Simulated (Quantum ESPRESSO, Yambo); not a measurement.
# SnO2 (Cassiterite): G0W0 on several meshes in Yambo, part 2 of 2

How does the mesh move the gap of SnO2 (Cassiterite)?

Quantum ESPRESSO 7.5 and Yambo 5.3.0; PBE and many-body steps on it, plane waves. Known limits of the many-body steps: not at the basis limit; no spin-orbit coupling; coarse k mesh.

So far. Step 4 (4×4×4): The gap on the mesh goes from 1.29 eV to 2.73 eV, a correction of +1.44 eV. Step 5 (Empty states on the mesh, 2×2×4 mesh, 121 bands): On this mesh the gap is 1.289 eV.

**7. 2×2×4**

This step: G0W0 on PBE, plane waves, norm-conserving pseudopotentials.

gw11.in

```
HF_and_locXC
gw0
dyson
ppa
em1d
rim_cut
RandQpts= 1000000
RandGvec= 1 RL
EXXRLvcs= 84 Ry
VXCRLvcs= 336 Ry
Chimod= "HARTREE"
% BndsRnXp
 1 | 121 |
%
NGsBlkXp= 9 Ry
% LongDrXp
 1 | 1 | 1 |
%
% GbndRnge
 1 | 121 |
%
DysSolver= "n"
ExtendOut
PPAPntXp= 27.21138 eV
% QPkrange
 1 | 1 | 33 | 36 |
%
```

The run is started by

```sh
$ OMP_NUM_THREADS=1 mpirun -n 4 yambo -F gw11.in -J gw11 -C gw11 > gw11.log
```

What it wrote:

```text
 Yambo, version 5.3.0

 [02] CORE Variables Setup
 =========================

  [... cell, symmetries and grids as in the set-up ...]

  [02.05] Energies & Occupations
  ==============================

  [X] === General ===
  [X] Electronic Temperature                        :  0.000000  0.000000 [eV K]
  [X] Bosonic    Temperature                        :  0.000000  0.000000 [eV K]
  [X] Finite Temperature mode                       : no
  [X] El. density                                   :  0.95062E+24 [cm-3]
  [X] Fermi Level                                   :  11.24816 [eV]

  [X] === Gaps and Widths ===
  [X] Conduction Band Min                           :  1.288875 [eV]
  [X] Valence Band Max                              :  0.000000 [eV]
  [X] Filled Bands                                  :   34
  [X] Empty Bands                                   :   35  121
  [X] Direct Gap                                    :  1.288875 [eV]
  [X] Direct Gap localized at k                     :  1
  [X] Indirect Gap                                  :  1.288875 [eV]
  [X] Indirect Gap between kpts                     :  1  1
  [X] Last valence band width                       :  1.252528 [eV]
  [X] 1st conduction band width                     :  5.193998 [eV]

 [03] Transferred momenta grid and indexing
 ==========================================

 IBZ Q-points                                      :   9
 BZ  Q-points                                      :  16

 K/Q-points units:
 rlu = crystal or reduced units; cc = cartesian coordinates; iku = interal k-units

 Q [1]          [rlu]:  0.000000  0.000000  0.000000
 Q [2]          [rlu]:  0.000000  0.000000  0.250000
 Q [3]          [rlu]:  0.000000  0.000000 -0.500000
[...]
================================================

 [VXC] Plane waves :   50163
 [EXS] Plane waves :   6281

 QP @ state[ 1 ] K range:  1  1
 QP @ state[ 1 ] b range:   33   36

 [xc] Functional : Perdew, Burke & Ernzerhof(X)+Perdew, Burke & Ernzerhof(C)
 [xc] LIBXC used to calculate xc functional
  PP Number of Atomic Species                      :  2
  NLCC RL compoments                               :   50163
  PP Number of Atomic Species                      :  2
  NLCC RL compoments                               :   50163

 [xc] E_xc :  -50.05723 [Ha]
      E_xc :  -100.1145 [Ry]

  Local XC kind (lXC) : Perdew, Burke & Ernzerhof(X)+Perdew, Burke & Ernzerhof(C)
  Non-Local XC kind (nlXC) : Hartree-Fock

  Corrections @ K [1] :  [eV]
 <33|nlXC|33> = -25.37328 -0.11837E-16 <33|lXC|33> = -19.98350 -0.36871E-22
 <34|nlXC|34> = -25.96585 -0.37835E-17 <34|lXC|34> = -20.31716 -0.20994E-22
 <35|nlXC|35> = -12.28510  0.18778E-17 <35|lXC|35> = -16.49541 -0.75536E-15
 <36|nlXC|36> = -10.63363 -0.83701E-18 <36|lXC|36> = -16.29272  0.47201E-16

 [08] Dyson equation: Newton solver
 ==================================

  [08.01] G0W0 (W PPA)
  ====================

  [  GW  ] Bands range     :    1  121
  [GW/PPA] G damping       :  0.100000 [eV]

  QP @ state[ 1 ] K range:  1  1
  QP @ state[ 1 ] b range:   33   36

   Sc/G bands                                       :    1  121
   Sc/G damping                                     :  0.100000 ev
   Sc bands terminator                              : no
   Sx RL components                                 :   6281

   QP @ state[ 1 ] K range                          :  1  1
   QP @ state[ 1 ] b range                          :   33   36
   GF energies kind                                 : Perdew, Burke & Ernzerhof(X)+Perdew, Burke & Ernzerhof(C)
   GF WF`s kind                                     : Perdew, Burke & Ernzerhof(X)+Perdew, Burke & Ernzerhof(C)
   Xs energies kind                                 : Perdew, Burke & Ernzerhof(X)+Perdew, Burke & Ernzerhof(C)
   Xs WF`s kind                                     : Perdew, Burke & Ernzerhof(X)+Perdew, Burke & Ernzerhof(C)

 [11] Game Over & Game summary
```

Run time: 47 s. Hardware: 4 MPI ranks of Arm Neoverse V1, shared host; peak memory 2.3 GiB.

This step gave:

* G0W0 gap on the points computed: 2.643 eV
* starting gap on the mesh: 1.289 eV
* k of the valence top: 0, 0, 0
* k of the conduction bottom: 0, 0, 0
* least direct G0W0 gap on the computed points: 2.643 eV
* Z at the valence top: 0.7872
* Z at the conduction bottom: 0.8377

Against G0W0 in Yambo (4×4×4 mesh, 121 bands, screening to 122.5 eV, Godby-Needs plasmon pole), the gap moves by −0.083 eV.

**8. Empty states on the mesh, 4×4×6 mesh, 121 bands**

This step: Quantum ESPRESSO 7.5; DFT, PBE, plane waves, norm-conserving pseudopotentials.

pw.in

```
&control
  calculation = 'nscf'
  prefix = 'x'
  outdir = 'o'
  pseudo_dir = 'pseudo'
/
&system
  ibrav = 0
  nat = 6
  ntyp = 2
  ecutwfc = 84.0
  nbnd = 121
  force_symmorphic = .true.
/
&electrons
  conv_thr = 1e-9
  electron_maxstep = 80
  diago_full_acc = .true.
  diago_thr_init = 5e-6
/
ATOMIC_SPECIES
  Sn 118.71 Sn.upf
  O 15.999 O.upf
CELL_PARAMETERS angstrom
  4.7380000000 0.0000000000 0.0000000000
  0.0000000000 4.7380000000 0.0000000000
  0.0000000000 0.0000000000 3.1865000000
ATOMIC_POSITIONS crystal
  Sn 0.0000000000 0.0000000000 0.0000000000
  Sn 0.5000000000 0.5000000000 0.5000000000
  O 0.3071000000 0.3071000000 0.0000000000
  O 0.1929000000 0.8071000000 0.5000000000
  O 0.6929000000 0.6929000000 0.0000000000
  O 0.8071000000 0.1929000000 0.5000000000
K_POINTS automatic
  4 4 6 0 0 0
```

The run is started by

```sh
$ OMP_NUM_THREADS=1 mpirun -n 4 pw.x -nk 4 -in pw.in > pw.out
```

What it wrote:

```text
[banner, memory and clock lines left out]
Program PWSCF v.7.5 starts

     Atomic positions and unit cell read from directory:
     o/x.save/

     Message from routine setup:
     using ibrav=0 with symmetry is DISCOURAGED, use correct ibrav instead

     G-vector sticks info

     bravais-lattice index     =            0
     lattice parameter (alat)  =       8.9535  a.u.
     unit-cell volume          =     482.7259 (a.u.)^3
     number of atoms/cell      =            6
     number of atomic types    =            2
     number of electrons       =        68.00
[...]
[... 4 further rows ...]
[...]
72.1700

          k = 0.0000 0.0000 0.4956 (  6270 PWs)   bands (ev):

  -116.6530-116.6529 -72.4819 -72.4819 -72.4386 -72.4385 -72.4376 -72.4375
[...]
44.1950  45.6552  46.3481  46.3481  47.8520  48.2856  48.8976  48.8976
     [... 4 further rows ...]
    66.4296  66.5989  67.4913  67.8695  67.8695  68.9874  70.1323  70.1324
    70.4414

          k = 0.0000 0.0000-0.7434 (  6274 PWs)   bands (ev):

     [... further k-points ...]

     highest occupied, lowest unoccupied level (ev):    11.2482   12.5370

     XML data file, pseudopotentials, collected wavefunctions
```

Run time: 46 s. Hardware: 4 MPI ranks; peak memory 0.49 GiB.

Numbers from this step:

```yaml
gap: 1.289 eV
k_of_the_valence_top: 0, 0, 0
k_of_the_conduction_bottom: 0, 0, 0
least_direct_gap: 1.289 eV
k_points_computed: 28
lowest_point_of_the_top_converged_band_above_the_valence_top: 58.2650 eV
```

On this mesh the gap is 1.289 eV.

**9. Conversion and set-up**

This step: Yambo 5.3.0; conversion and set-up on PBE, plane waves, norm-conserving pseudopotentials.

The run is started by

```sh
$ (cd o/x.save; p2y > p2y.log; mv SAVE ../..); yambo > setup.log
```

What it wrote:

```text
 Yambo, version 5.3.0

 [02] CORE Variables Setup
 =========================

  [02.01] Unit cells
  ==================

  Cell kind             :  Unknown
  Atoms in the cell     :  Sn  O
  number of Sn atoms    :  2
  number of O  atoms    :   4

  List of atomic masses
  Mass of Sn    :  118.7100
  Mass of O     :  15.99900

  List of atomic coordinates    : [cc]
  Sn1       :  0.000000  0.000000  0.000000  order 1
  Sn2       :  4.476761  4.476761  3.010806  order 2
  O1       :  2.749627  2.749627  0.000000  order 3
  O2       :  1.727134  7.226388  3.010806  order 4
[...]
K/Q-points units:
 rlu = crystal or reduced units; cc = cartesian coordinates; iku = interal k-units

 Q [ 1]         [rlu]:  0.000000  0.000000  0.000000
 Q [ 2]         [rlu]:  0.000000  0.000000  0.166667
 Q [ 3]         [rlu]:  0.000000  0.000000  0.333333
[...]
Q [ 8]         [rlu]:  0.000000  0.250000 -0.500000
 Q [ 9]         [rlu]:  0.000000 -0.500000  0.000000
 Q [10]         [rlu]:  0.000000 -0.500000  0.166667
     [... 16 further rows ...]
 Q [27]         [rlu]: -0.250000  0.250000 -0.333333
 Q [28]         [rlu]: -0.250000  0.250000  0.500000

  [03.01] X indexes
  =================

   [03.01.01] Sigma indexes
   ========================

 [06] Game Over & Game summary
```

Elapsed: 3.3 s, on 1 MPI rank; peak memory 0.26 GiB.

**10. 4×4×6**

This step: G0W0 on PBE, plane waves, norm-conserving pseudopotentials.

gw12.in

```
HF_and_locXC
gw0
dyson
ppa
em1d
rim_cut
RandQpts= 1000000
RandGvec= 1 RL
EXXRLvcs= 84 Ry
VXCRLvcs= 336 Ry
Chimod= "HARTREE"
% BndsRnXp
 1 | 121 |
%
NGsBlkXp= 9 Ry
% LongDrXp
 1 | 1 | 1 |
%
% GbndRnge
 1 | 121 |
%
DysSolver= "n"
ExtendOut
PPAPntXp= 27.21138 eV
% QPkrange
 1 | 1 | 33 | 36 |
%
```

The run is started by

```sh
$ OMP_NUM_THREADS=1 mpirun -n 4 yambo -F gw12.in -J gw12 -C gw12 > gw12.log
```

What it wrote:

```text
 Yambo, version 5.3.0

 [02] CORE Variables Setup
 =========================

  [... cell, symmetries and grids as in the set-up ...]

  [02.05] Energies & Occupations
  ==============================

  [X] === General ===
  [X] Electronic Temperature                        :  0.000000  0.000000 [eV K]
  [X] Bosonic    Temperature                        :  0.000000  0.000000 [eV K]
  [X] Finite Temperature mode                       : no
  [X] El. density                                   :  0.95062E+24 [cm-3]
[...]
Sx RL components                                 :   6281

   QP @ state[ 1 ] K range                          :  1  1
   QP @ state[ 1 ] b range                          :   33   36
   GF energies kind                                 : Perdew, Burke & Ernzerhof(X)+Perdew, Burke & Ernzerhof(C)
   GF WF`s kind                                     : Perdew, Burke & Ernzerhof(X)+Perdew, Burke & Ernzerhof(C)
   Xs energies kind                                 : Perdew, Burke & Ernzerhof(X)+Perdew, Burke & Ernzerhof(C)
   Xs WF`s kind                                     : Perdew, Burke & Ernzerhof(X)+Perdew, Burke & Ernzerhof(C)

 [11] Game Over & Game summary
```

It took 12 min on 4 MPI ranks; peak memory 4.9 GiB; 47 min of CPU time.

Numbers from this step:

- G0W0 gap on the points computed: 2.730 eV
- starting gap on the mesh: 1.289 eV
- k of the valence top: 0, 0, 0
- k of the conduction bottom: 0, 0, 0
- least direct G0W0 gap on the computed points: 2.730 eV

Against G0W0 in Yambo (4×4×4 mesh, 121 bands, screening to 122.5 eV, Godby-Needs plasmon pole), the gap moves by +0.004 eV.

**11. The runs together**

Times are wall times on 4 MPI ranks of Arm Neoverse V1, shared host, good to a factor of about two.

```csv
run,mesh,bands,screening cutoff (eV),DFT gap (eV),gap on the mesh (eV),direct (eV),time
4×4×4,4×4×4,121,122.5,1.289,2.727,2.727,6.1 min
2×2×4,2×2×4,121,122.5,1.289,2.643,2.643,47 s
4×4×6,4×4×6,121,122.5,1.289,2.730,2.730,12 min
```

**12. Summary of results**

```yaml
4x4x4: 2.727 eV
2x2x4: 2.643 eV
4x4x6: 2.730 eV
known_limits: not at the basis limit; no spin-orbit coupling; coarse k mesh
```

2×2×4: −0.083 eV against 4×4×4. 4×4×6: +0.004 eV against 4×4×4. Bands and cutoff are finite, so the gap is not at the basis limit. The miss can reach some tenths of an eV and take either sign; the mesh is an error of its own. In the G0W0 runs levels were corrected at 1 k point alone, so a gap called «on the mesh» is the least over those, and an edge elsewhere would be missed. The 4×4×4 mesh is coarse for this cell, which bears on the long-range parts of exchange and screening. The many-body steps are scalar-relativistic: spin-orbit coupling is not in them.

[Paths, hosts, dates, memory and timing lines, banners, echoed tables and standing remarks are left out of the program output.]

[Logs are printed without paths, hosts, clocks, repeated set-up lines and the standing remarks that a program may print on its own settings, such as how far it seeks lower states.]

[Runs of the session that timed out or met a known fault of the program may be left out.]

[Hosts, paths, dates, database ids (printed as entryN), source tags and the programs' standing remarks are cut or masked in the printed files.]
